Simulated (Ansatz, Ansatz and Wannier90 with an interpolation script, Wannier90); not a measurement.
# From a coarse GW mesh to bands everywhere: BiOCl (P4/nmm)

G0W0 gives levels on a mesh alone; what do the bands of BiOCl (P4/nmm) look like between the points?

Main program and level: Ansatz 0.2.0; LDA, Wannier functions and G0W0, plane waves, PAW.

**Experimental background.**

- Gap 3.36 eV: optical gap from Kubelka-Munk/Tauc analysis; UV-vis diffuse reflectance; powder (solvothermal hierarchical microspheres made without additive) (“Hydrothermal Crystallization of Bismuth Oxychlorides (BiOCl) Using Different Shape Control Reagents”, 2021, pmc:8123882).

- Gap 3.44 eV: optical gap from Tauc plot; UV-vis diffuse reflectance; powder (hydrothermal powder) (“Synergistic Piezo-Photocatalysis of BiOCl/NaNbO3 Heterojunction Piezoelectric Composite for High-Efficient Organic Pollutant Degradation”, 2022, pmc:8839476).

Report form: the programs' logs are mostly left out.

## 1. Set-up

It takes space group P4/nmm (No. 129, tetragonal). The conventional cell has a = 3.886 Å, b = 3.886 Å, c = 7.349 Å, α = 90.00°, β = 90.00°, γ = 90.00°. Bi has 4 O at 2.31 Å and 4 Cl at 3.06 Å nearest. Cl has 4 Bi at 3.06 Å nearest. O has 4 Bi at 2.31 Å nearest. Farther neighbours and most contacts between anions are not listed.

The cell and positions come from the Crystallography Open Database and are kept as given unless a step says otherwise. Spin-orbit coupling is left out unless a step names it. The default PAW set here is soft_2. Its files were made with PBE.

## 2. LDA bands

Levels along a band path, at the cheap level, show where the edges lie and whether the meshes to come will hold them.

This step: DFT, LDA, plane waves, PAW.

Contents of input.yaml:

```yaml
crystal:
  lattice:
    - [3.88551, 0.0, 0.0]
    - [0.0, 3.88551, 0.0]
    - [0.0, 0.0, 7.3489]
  atoms:
    - { symbol: Bi, position: [0.5, 0.0, 0.32904] }
    - { symbol: Bi, position: [0.0, 0.5, 0.67096] }
    - { symbol: Cl, position: [0.0, 0.5, 0.1472] }
    - { symbol: Cl, position: [0.5, 0.0, 0.8528] }
    - { symbol: O, position: [0.0, 0.0, 0.5] }
    - { symbol: O, position: [0.5, 0.5, 0.5] }
kpoints:
  mp_grid: { grid: [4, 4, 2] }
  band_path:
    path:
      - [[0.0, 0.0, 0.0], [0.0, 0.5, 0.0], [0.5, 0.5, 0.0], [0.0, 0.0, 0.0], [0.0, 0.0, 0.5], [0.0, 0.5, 0.5], [0.5, 0.5, 0.5], [0.0, 0.0, 0.5]]
      - [[0.0, 0.5, 0.0], [0.0, 0.5, 0.5]]
      - [[0.5, 0.5, 0.0], [0.5, 0.5, 0.5]]
    npoints: 10
hamiltonian:
  xc: lda
scf:
  occupations: { method: fermi_dirac, width: 0.02 }
  n_extra_bands: 59
output:
  eigenvalues: true
  fatbands: true
  write_density: true
  write_potential: true
  elf: true
  volumetric_format: npy
```

The run is started by

```
> ansatz run input.yaml --threads 8 --pin off --max-ram 18432MiB --backend cpu --events-out ev --progress --plain --runs-dir out
```

Wall time 8.6 s (8 threads of Arm Neoverse V1, shared host); peak memory 0.88 GiB.

Numbers from this step:

```yaml
filled_bands: 28
gap: 2.490 eV
valence_top_at: k = (0.000, 0.400, 0.500)
conduction_bottom_at: Z
least_direct_gap: 2.850 eV
```

The gap is indirect, with the least direct gap 0.36 eV higher.

The electronic bands at the labelled points (eV, zero at the top of the highest nominally filled band):

```csv
point,band 25,band 26,band 27,band 28,band 29,band 30,band 31,band 32
Γ,-1.05,-1.05,-0.99,-0.80,2.99,3.67,5.22,5.22
halfway,-1.02,-0.51,-0.41,-0.28,4.21,4.57,4.74,4.92
X,-0.90,-0.90,-0.10,-0.10,4.49,4.49,5.11,5.11
halfway,-1.03,-1.03,-0.70,-0.70,4.49,4.49,5.32,5.32
M,-0.70,-0.70,-0.67,-0.67,4.01,4.01,5.72,5.72
halfway,-0.83,-0.62,-0.52,-0.40,3.86,4.93,5.09,5.44
Γ,-1.05,-1.05,-0.99,-0.80,2.99,3.67,5.22,5.22
halfway,-0.89,-0.89,-0.74,-0.55,2.73,3.27,5.23,5.23
Z,-0.76,-0.76,-0.41,-0.36,2.49,2.83,5.23,5.23
halfway,-0.86,-0.78,-0.57,-0.18,3.97,4.21,5.08,5.17
R,-0.71,-0.71,-0.08,-0.08,4.29,4.29,5.19,5.19
halfway,-0.94,-0.94,-0.64,-0.64,4.00,4.00,5.69,5.69
A,-1.39,-1.39,-0.67,-0.67,4.43,4.43,5.95,5.95
halfway,-0.95,-0.80,-0.60,-0.33,3.37,4.71,5.22,5.48
Z,-0.76,-0.76,-0.41,-0.36,2.49,2.83,5.23,5.23
jump to X,-0.90,-0.90,-0.10,-0.10,4.49,4.49,5.11,5.11
halfway,-0.79,-0.79,-0.09,-0.09,4.39,4.39,5.15,5.15
R,-0.71,-0.71,-0.08,-0.08,4.29,4.29,5.19,5.19
jump to M,-0.70,-0.70,-0.67,-0.67,4.01,4.01,5.72,5.72
halfway,-1.02,-1.02,-0.67,-0.67,4.22,4.22,5.84,5.84
A,-1.39,-1.39,-0.67,-0.67,4.43,4.43,5.95,5.95
```

Valence density in the ac plane at fractional y = 0.000, with atoms of Bi and Cl and O within 0.2 Å of it. It is the smooth field of the valence electrons, not physical close to the nuclei.

Ten steps, logarithmic in the rise over the least value, from '_' (0.0 e/Å³) to '@' (7.7 e/Å³), each cell a mean:
```
______::--==++++++==--..____
____..--==********++==::..__
____::--++****==****++--..__
__..::--++**++--****++--..__
__..::--++**********==--..__
____..::==++****++++--::..__
........::--======--::......
::........::::::::..........
----::..................::--
**++==::..________....--==**
%%%%**--::..........::==**%%
@@@@##==--::::::::::--++##@@
@@%%**==----======----++##@@
##**++====**######++====++**
====--==**%%@@@@%%##++======
::::::==**%%@@@@@@%%**--::::
....::==**%%@@@@@@%%++--::..
__....--++##%%%%%%**==--..__
____..::--++******==--::..__
______..::--------::::..____
________......::....________
____________......__________
__________..........________
______....::------::..______
```
Columns run along a (3.9 Å), rows up along c (7.3 Å). Atoms in or near the plane, at fractional coordinates: Bi at (0.50, 0.33), Cl at (0.50, 0.85), O at (0.00, 0.50).

ELF in the ac plane at fractional y = 0.000, with atoms of Bi and Cl and O within 0.2 Å of it. It is the smooth field of the valence electrons, not physical close to the nuclei.

Values, 24 rows by 14 columns, each cell a mean:
```
0.01 0.04 0.21 0.52 0.75 0.85 0.88 0.89 0.88 0.83 0.71 0.43 0.13 0.03
0.02 0.08 0.39 0.70 0.83 0.87 0.85 0.83 0.86 0.87 0.81 0.63 0.26 0.06
0.03 0.13 0.50 0.77 0.86 0.81 0.61 0.46 0.67 0.84 0.85 0.72 0.36 0.09
0.03 0.13 0.50 0.78 0.86 0.79 0.51 0.31 0.59 0.83 0.85 0.72 0.36 0.09
0.04 0.10 0.40 0.72 0.84 0.84 0.74 0.67 0.77 0.85 0.83 0.65 0.27 0.07
0.03 0.06 0.23 0.54 0.76 0.84 0.85 0.84 0.85 0.83 0.72 0.45 0.14 0.05
0.05 0.05 0.09 0.24 0.51 0.72 0.78 0.80 0.77 0.66 0.43 0.18 0.06 0.05
0.17 0.14 0.08 0.07 0.16 0.34 0.47 0.52 0.45 0.27 0.12 0.07 0.09 0.15
0.53 0.45 0.27 0.11 0.05 0.07 0.12 0.14 0.11 0.06 0.06 0.14 0.34 0.48
0.79 0.76 0.62 0.35 0.12 0.04 0.03 0.03 0.03 0.05 0.17 0.44 0.69 0.77
0.70 0.77 0.77 0.56 0.24 0.07 0.05 0.05 0.05 0.10 0.32 0.64 0.79 0.75
0.35 0.64 0.80 0.63 0.28 0.13 0.15 0.17 0.15 0.15 0.37 0.71 0.79 0.56
0.54 0.72 0.80 0.55 0.24 0.24 0.32 0.35 0.30 0.22 0.30 0.65 0.81 0.68
0.80 0.80 0.64 0.33 0.27 0.38 0.38 0.36 0.39 0.35 0.25 0.41 0.73 0.81
0.67 0.58 0.35 0.25 0.36 0.32 0.20 0.15 0.22 0.36 0.33 0.25 0.43 0.62
0.26 0.21 0.19 0.31 0.41 0.23 0.14 0.33 0.13 0.31 0.41 0.26 0.18 0.23
0.07 0.09 0.19 0.37 0.46 0.28 0.13 0.18 0.14 0.36 0.46 0.32 0.14 0.08
0.03 0.06 0.18 0.37 0.49 0.44 0.31 0.25 0.34 0.48 0.47 0.32 0.12 0.05
0.03 0.04 0.12 0.29 0.44 0.50 0.50 0.49 0.50 0.49 0.41 0.24 0.08 0.04
0.03 0.03 0.06 0.16 0.32 0.44 0.47 0.48 0.46 0.41 0.28 0.12 0.05 0.03
0.03 0.03 0.03 0.06 0.12 0.20 0.25 0.26 0.24 0.17 0.10 0.05 0.03 0.03
0.02 0.02 0.02 0.02 0.04 0.06 0.08 0.08 0.07 0.05 0.03 0.02 0.02 0.02
0.01 0.01 0.02 0.05 0.12 0.24 0.31 0.34 0.30 0.20 0.10 0.04 0.02 0.01
0.01 0.02 0.05 0.19 0.43 0.64 0.73 0.76 0.72 0.59 0.36 0.14 0.03 0.01
```
Columns run along a (3.9 Å), rows up along c (7.3 Å). Atoms in or near the plane, at fractional coordinates: Bi at (0.50, 0.33), Cl at (0.50, 0.85), O at (0.00, 0.50).

## 3. Overlaps and projections on 8×8×4

This step: overlaps and projections of LDA states for Wannier90, plane waves, PAW.

input.yaml, the sections that differ from step 2:

```yaml
kpoints:
  mp_grid: { grid: [4, 4, 2] }
scf:
  occupations: { method: fixed }
  n_extra_bands: 59
output:
  wannier:
    kmesh: [8, 8, 4]
    projections:
      - { species: Bi, l: p, shell: 6 }
      - { species: Cl, l: p, shell: 3 }
      - { species: O, l: p, shell: 2 }
    minimise: false
    seedname: w
    disentanglement: { window: [2.45, 15.99], frozen_window: [2.45, 12.99] }
# crystal, hamiltonian: as in step 2
```

Run time: 12 s. Hardware: 8 threads; peak memory 1.2 GiB; 87 s of CPU time.

## 4. Wannier functions by Wannier90 (Bi:6p Cl:3p O:2p) on 8×8×4

Localised functions give a small Hamiltonian that interpolates between mesh points at no cost.

This step: maximally localised Wannier functions from the overlaps of LDA states (plane waves, PAW).

Contents of w.win:

```
num_iter = 1200
conv_tol = 1.0e-8
conv_window = 5
dis_num_iter = 4000
dis_conv_tol = 1.0e-8
dis_mix_ratio = 0.7
write_hr = true
use_ws_distance = false
num_print_cycles = 50
! ansatz wannier90 interface
! projections by site (counted from 0) and shell: 0 6P, 1 6P, 2 3P, 3 3P, 4 2P, 5 2P
! states of the run's bands (counted from 1): 1-35
num_bands = 35
num_wann  = 18
dis_win_min = 2.45
dis_win_max = 15.99
dis_froz_min = 2.45
dis_froz_max = 12.99
guiding_centres = true

begin unit_cell_cart
Ang
                  3.88551                      0.0                      0.0
                      0.0                  3.88551                      0.0
                      0.0                      0.0                   7.3489
end unit_cell_cart

begin atoms_frac
Bi                       0.5                      0.0                  0.32904
Bi                       0.0                      0.5                  0.67096
Cl                       0.0                      0.5                   0.1472
Cl                       0.5                      0.0                   0.8528
O                        0.0                      0.0                      0.5
O                        0.5                      0.5                      0.5
end atoms_frac

mp_grid = 8 8 4

[... the mesh's points ...]
```

The run is started by

```
> OMP_NUM_THREADS=1 mpirun -n 8 wannier90.x w > wannier90.x.log
```

Run time: 3.8 s. Hardware: 8 MPI ranks; 28 s of CPU time.

This step gave:

- gauge-invariant spread: 30.94 Å²
- diagonal spread: 0.08843 Å²
- off-diagonal spread: 1.217 Å²
- total spread: 32.24 Å²
- disentanglement steps: 21
- r.m.s. interpolation error: 4.81e-4 eV
- r.m.s. error near the gap: 5.83e-4 eV

Near the gap the model misses directly solved bands by 0.6 meV r.m.s. and by 8 meV at most in the window tested. This tests the starting bands, not the corrections carried with them.

Wannier functions, by row:

```csv
function,x (Å),y (Å),z (Å),spread (Å²),nearest atom,distance (Å)
1,1.943,0,2.228,2.719,Bi1,0.19
2,1.943,0,2.188,2.797,Bi1,0.23
3,1.943,0,2.188,2.797,Bi1,0.23
4,0,1.943,5.121,2.719,Bi2,0.19
5,0,1.943,5.161,2.797,Bi2,0.23
6,0,1.943,5.161,2.797,Bi2,0.23
7,0,1.943,1.087,1.41,Cl3,0.005
8,0,1.943,1.077,1.375,Cl3,0.005
9,0,1.943,1.077,1.375,Cl3,0.005
10,1.943,0,6.262,1.41,Cl4,0.005
11,1.943,0,6.272,1.375,Cl4,0.005
12,1.943,0,6.272,1.375,Cl4,0.005
13,0,0,3.674,1.14,O5,0
14,0,0,3.605,1.253,O5,0.07
15,0,0,3.744,1.253,O5,0.07
16,1.943,1.943,3.674,1.14,O6,0
17,1.943,1.943,3.744,1.253,O6,0.07
18,1.943,1.943,3.605,1.253,O6,0.07
```

Frozen up to 5.39 eV; above it the model need not follow the bands. Electronic bands along the path, in eV, zero at the valence-band top:

(Unchanged from step 2.)

The same for Kohn-Sham, solved directly:

```csv
point,band 25,band 26,band 27,band 28,band 29,band 30,band 31,band 32
Γ,-1.05,-1.05,-0.99,-0.80,2.99,3.67,5.22,5.22
X,-0.90,-0.90,-0.10,-0.10,4.49,4.49,5.11,5.11
M,-0.70,-0.70,-0.67,-0.67,4.01,4.01,5.72,5.72
Γ,-1.05,-1.05,-0.99,-0.80,2.99,3.67,5.22,5.22
Z,-0.76,-0.76,-0.41,-0.36,2.49,2.83,5.23,5.23
R,-0.71,-0.71,-0.08,-0.08,4.29,4.29,5.19,5.19
A,-1.39,-1.39,-0.67,-0.67,4.43,4.43,5.95,5.95
Z,-0.76,-0.76,-0.41,-0.36,2.49,2.83,5.23,5.23
X,-0.90,-0.90,-0.10,-0.10,4.49,4.49,5.11,5.11
R,-0.71,-0.71,-0.08,-0.08,4.29,4.29,5.19,5.19
M,-0.70,-0.70,-0.67,-0.67,4.01,4.01,5.72,5.72
A,-1.39,-1.39,-0.67,-0.67,4.43,4.43,5.95,5.95
```

## 5. G0W0 at every point of the mesh: 4×4×2 mesh, 462 empty bands, screening to 150 eV

Now the one-shot GW correction: screening in the RPA, then the self-energy of the levels asked for.

This step: G0W0 on LDA, plane waves, PAW.

input.yaml, the sections that differ from step 3:

```yaml
scf:
  occupations: { method: fixed }
gw:
  n_empty_bands: 462
  ecut_chi: 150.0
  qp_bands: [v12, c5]
  screening: { model: contour_deformation }
# crystal, kpoints, hamiltonian: as in step 3
# output: removed
```

The run is started by

```
> ansatz run input.yaml --threads 8 --pin off --max-ram 18432MiB --backend cpu --events-out ev --progress --plain --runs-dir out
```

The job ended after 5 min (8 threads; peak memory 3.2 GiB; 38 min of CPU time).

This step gave:

```yaml
bands_summed: 490
rpa_eps_infinity_on_this_mesh_eigenvalues: 5.293, 6.630, 6.630
plane_waves_in_the_screening_matrix: 459
q_points_in_the_mesh: 32
g0w0_gap_on_the_mesh: 3.683 eV
k_of_the_valence_top: 0, 0.25, -0.5
k_of_the_conduction_bottom: 0, 0, -0.5
starting_gap_on_the_mesh: 2.570 eV
z_at_the_valence_top: 0.7518
z_at_the_conduction_bottom: 0.8116
least_direct_g0w0_gap_on_the_computed_points: 3.872 eV
```

The gap on the mesh goes from 2.57 eV to 3.68 eV, a correction of +1.11 eV, though a band edge has moved to another state. The start differs from the 2.49 eV found before because this mesh misses an edge.

## 6. Interpolating the corrections

A script adds the corrections, carried to the Wannier functions and back, to the LDA levels, along the path and on a 13×13×9 mesh.

| Property | Result |
| --- | --- |
| G0W0 gap over the zone | 3.588 eV |
| conduction bottom at | Z |
| starting gap over the zone | 2.488 eV |
| least direct G0W0 gap | 3.872 eV |
| G0W0 gap on the mesh | 3.683 eV |
| valence width, start | 5.005 eV |
| valence width, G0W0 | 4.908 eV |
| gap by a rigid shift | 3.601 eV |

Levels solved directly plus the interpolated quasiparticle correction. Limits: finite bands, cutoff and mesh; no spin-orbit coupling; coarse k mesh. Quasiparticle bands along the path, in eV, zero at the valence-band top of each set:

```csv
point,band 25,band 26,band 27,band 28,band 29,band 30
Γ,-1.19,-1.19,-1.10,-0.80,4.14,4.83
halfway,-1.33,-0.77,-0.43,-0.31,5.49,5.84
X,-1.12,-1.12,-0.11,-0.11,5.72,5.72
halfway,-1.23,-1.23,-0.80,-0.80,5.73,5.73
M,-0.95,-0.95,-0.39,-0.39,5.20,5.20
halfway,-0.91,-0.76,-0.66,-0.47,5.04,6.27
Γ,-1.19,-1.19,-1.10,-0.80,4.14,4.83
halfway,-1.12,-1.12,-0.87,-0.56,3.86,4.42
Z,-1.04,-1.04,-0.66,-0.28,3.59,4.00
halfway,-1.08,-0.89,-0.78,-0.09,5.20,5.46
R,-0.82,-0.82,-0.14,-0.14,5.49,5.49
halfway,-1.01,-1.01,-0.86,-0.86,5.22,5.22
A,-1.77,-1.77,-0.39,-0.39,5.62,5.62
halfway,-0.83,-0.80,-0.70,-0.48,4.54,6.03
Z,-1.04,-1.04,-0.66,-0.28,3.59,4.00
jump to X,-1.12,-1.12,-0.11,-0.11,5.72,5.72
halfway,-0.95,-0.95,-0.13,-0.13,5.61,5.61
R,-0.82,-0.82,-0.14,-0.14,5.49,5.49
jump to M,-0.95,-0.95,-0.39,-0.39,5.20,5.20
halfway,-1.30,-1.30,-0.39,-0.39,5.40,5.40
A,-1.77,-1.77,-0.39,-0.39,5.62,5.62
```

The same for LDA:

```csv
point,band 25,band 26,band 27,band 28,band 29,band 30
Γ,-1.05,-1.05,-0.99,-0.80,2.99,3.67
X,-0.90,-0.90,-0.10,-0.10,4.49,4.49
M,-0.70,-0.70,-0.67,-0.67,4.01,4.01
Γ,-1.05,-1.05,-0.99,-0.80,2.99,3.67
Z,-0.76,-0.76,-0.41,-0.36,2.49,2.83
R,-0.71,-0.71,-0.08,-0.08,4.29,4.29
A,-1.39,-1.39,-0.67,-0.67,4.43,4.43
Z,-0.76,-0.76,-0.41,-0.36,2.49,2.83
X,-0.90,-0.90,-0.10,-0.10,4.49,4.49
R,-0.71,-0.71,-0.08,-0.08,4.29,4.29
M,-0.70,-0.70,-0.67,-0.67,4.01,4.01
A,-1.39,-1.39,-0.67,-0.67,4.43,4.43
```

[end of part 1 of 2]

[Paths, hosts, dates, memory and timing lines, banners, echoed tables and standing remarks are left out of the program output.]

[Logs are printed without paths, hosts, clocks, repeated set-up lines and the standing remarks that a program may print on its own settings, such as how far it seeks lower states.]

[Runs of the session that timed out or met a known fault of the program may be left out.]

[Hosts, paths, dates, database ids (printed as entryN), source tags and the programs' standing remarks are cut or masked in the printed files.]
